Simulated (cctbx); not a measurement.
# What resolution and counting buy: ZnPbO2

Space group P4/nmm (no. 129, origin choice 1), a = 3.8910 Å, b = 3.8910 Å, c = 7.8220 Å, α = 90.00°, β = 90.00°, γ = 90.00°.

```csv
atom,mult.,x,y,z,Ueq (Å²)
Pb1,2,0,1/2,0.1955,0.0143
Zn1,2,0,1/2,0.5902,0.0205
O1,2,0,1/2,0.8543,0.0490
O2,2,1/2,1/2,1/2,0.0171
```

The model was made for the exercise: a known structure type with other elements put in, its volume estimated, not relaxed; displacement parameters are assumed.

Five simulated data sets (cctbx; Mo Kα, λ = 0.71073 Å; 6 % proportional error) differ in resolution or exposure (noise floor 15 counts in the first three, 8 in the last two). Each is refined with the right model, isotropic at 1.1 Å and anisotropic otherwise. How do the figures of merit and the uncertainties move?

```
d min (Å)  top counts  ⟨I/σ⟩ (unmerged, absences included)  unique  param. (scale apart)   Rint      R1  GooF  largest s.u. xyz (fractional)  s.u. U of O1 (Å²)  largest error (Å)
      1.1       20000                                 12.2      43                     7  0.048  0.0143  1.32                        0.00289             0.0056             0.0238
     0.84       20000                                 12.1      87                    11  0.047  0.0106  1.02                        0.00178             0.0045             0.0099
      0.6       20000                                 10.6     208                    11  0.051  0.0098  0.91                        0.00118             0.0034             0.0012
     0.75         300                                  2.5     115                    11  0.235  0.0388  0.90                        0.01380             0.0222             0.2180
     0.75        3000                                  8.3     115                    11  0.066  0.0159  0.92                        0.00207             0.0064             0.0040
```

The number of reflections grows roughly as 1/d³: 43, 87 and 208 here. R1 follows the noise rather than the truth: at 300 counts it is 0.0388, at 3000 counts 0.0159, while GooF is 0.90 and 0.92: the weights 1/σ² carry the noise. The s.u. of U (U11 where anisotropic) for O1 goes 0.0056, 0.0045, 0.0034 Å² with resolution and 0.0222, 0.0064 Å² with exposure.

The 1.1 Å row also differs in its displacement model, so it isn't a clean test of resolution.

Hardware for the 0.6 Å refinement: 0.52 s on 1 thread of Arm Neoverse N1, with other jobs on the host, peak memory 0.09 GiB.

[Logs are printed without paths, hosts, clocks, repeated set-up lines and the standing remarks that a program may print on its own settings, such as how far it seeks lower states.]
